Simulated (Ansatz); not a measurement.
## BN (P6_3mc): how ε∞ follows the gap

The empty bands of BN (P6_3mc) are shifted up rigidly by Δ, and ε∞ along x is computed for each shift. x, y and z are the Cartesian axes of the input cell.

Cell: a, b, c = 2.536, 2.536, 4.199 Å (primitive vectors), 4 atoms.

Method: Ansatz 0.2.0, PBE, independent particles, k-mesh 12×12×5 with interpolation inside its cells, Gaussian parameter 0.1 eV.

Launch of the response step: `ansatz run input.yaml --threads 4 --pin off --max-ram 8192MiB --backend cpu --events-out ev --progress --plain --runs-dir out`. The series took 4.0 min in all, on 4 threads of Intel(R) Xeon(R) Processor @ 2.50GHz (Skylake/Cascade Lake), on a shared host.

| Δ (eV) | ε∞ along x |
| --- | --- |
| 0.00 | 4.651 |
| 0.40 | 4.542 |
| 0.80 | 4.441 |
| 1.20 | 4.345 |
| 1.60 | ? |
| 2.00 | 4.169 |

With one effective transition at E₀ and fixed dipole strength, ε∞ − 1 = A/(E₀ + Δ), so 1/(ε∞ − 1) is linear in Δ.

Working, on the rows shown:

| x = Δ (eV) | y = 1/(ε∞ − 1) |
| --- | --- |
| 0 | 0.273898 |
| 0.4 | 0.282326 |
| 0.8 | 0.290613 |
| 1.2 | 0.298954 |
| 2 | 0.315557 |

Means: x̄ = 0.88, ȳ = 0.29227. Σ(x − x̄)(y − ȳ) = 0.04929, Σ(x − x̄)² = 2.368. Slope = 0.04929 / 2.368 = 0.02082; intercept = ȳ − slope · x̄ = 0.27395. Turned back into ε∞ along x, the line misses the rows shown by at most 0.00071.

Fill in the last column of the withheld row.

At x = 1.6 the line gives y = 0.30726, that is 4.255. The run gave 4.254, so the interpolation is off by 0.0006, 0.1 % of the range in the table.

Refitted with all rows, the slope is 0.02083 and the intercept 0.27395. These give E₀ = intercept/slope = 13.2 eV, far above the least direct gap of 8.36 eV: most of the screening comes from transitions well over the edge. Over the first step ε∞ falls by 6 % per eV. The cell comes from an older database entry, whose edges can be off by a per cent or so. Excitons are left out and so are local fields; PBE gaps are as a rule too small.
